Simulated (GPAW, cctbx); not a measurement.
# (BaO)2(AgCl)2: what bonding does to one electron reflection, worked out

(BaO)2(AgCl)2, P4/nmm (no. 129, origin choice 1), a = 3.9353 Å, b = 3.9353 Å, c = 11.2469 Å, α = 90.00°, β = 90.00°, γ = 90.00°.

```
atom  mult.    x    y       z
 Ba1      2  1/2    0  0.8741
 Ag1      2  1/2    0  0.3295
 Cl1      2    0  1/2  0.3953
  O1      2    0  1/2  0.8829
```

The cell is a (BaO)2(AgCl)2 superlattice along [001] of the rock-salt type, started at the mean lattice constant and relaxed freely, with no substrate.

A DFT run (GPAW, PBE, 550 eV, 7×7×3 k-points (along the axes of the calculation cell), Fermi–Dirac width 0.05 eV) gives the static X-ray structure factor of 001 as 18.174 e for the conventional cell; superposed free atoms give 17.886 e. **Problem.** Find the Fourier component V of the crystal potential and the two-beam extinction distance at 80 kV in both cases.

## Step 1: Geometry

The cell volume is Ω = 174.18 Å³ and d(001) = 11.2469 Å, so g = 1/d = 0.0889 Å⁻¹.

## Step 2: The nuclei

Electrons feel nuclei as well as electrons, so the nuclear charges are summed with the same phases.

Phase sums Σ exp(2πi h·x), turned so that the total is real and positive: Ba +1.406, Ag -0.958, Cl -1.582, O +1.483. Then F_Z = 56 × (+1.406) + 47 × (-0.958) + 17 × (-1.582) + 8 × (+1.483) = 18.66 e. The electron term has the same sign for this reflection.

## Step 3: Mott–Bethe

Poisson's equation, term by term, gives V = (e/4πε₀)(F_Z − F)/(πΩg²), with e/4πε₀ = 14.3996 V Å.

The prefactor is 14.3996 × 11.2469²/(π × 174.18) = 3.32872 V per electron. Free atoms: (18.66 − 17.886) × 3.32872 = 2.575 V. Crystal: (18.66 − 18.174) × 3.32872 = 1.617 V. F changes by +1.61 % and V by -37.2 %: the same 0.29 e is measured against F_Z − F = 0.8 e in place of F = 17.9 e.

## Step 4: Extinction distance

In the two-beam case ξ = 1/(λU) with U = 2γm₀eV/h², that is ξ = 150.41 V Å²/(γλV).

At 80 kV, λ = 0.04176 Å and γ = 1.1566. Free atoms: ξ = 1209 Å. Crystal: ξ = 1927 Å. The thickness fringes go as sin²(πt/ξ), so the two patterns slip by a quarter of a period when t|1/ξ₁ − 1/ξ₀| = 1/4, at t ≈ 81 nm. Thermal motion, absorption and many-beam coupling, left out here, change a real pattern.

## Step 5: Answer

V(001) is 1.62 V against 2.58 V, and ξ is 1927 against 1209 Å. Limits: static atoms, two beams.

[Outputs are excerpts: Python notices, other lines and further rows are left out; steps that failed or that the build refused (PBEsol, TPSS) are not shown.]

[Logs are printed without paths, hosts, clocks, repeated set-up lines and the standing remarks that a program may print on its own settings, such as how far it seeks lower states.]
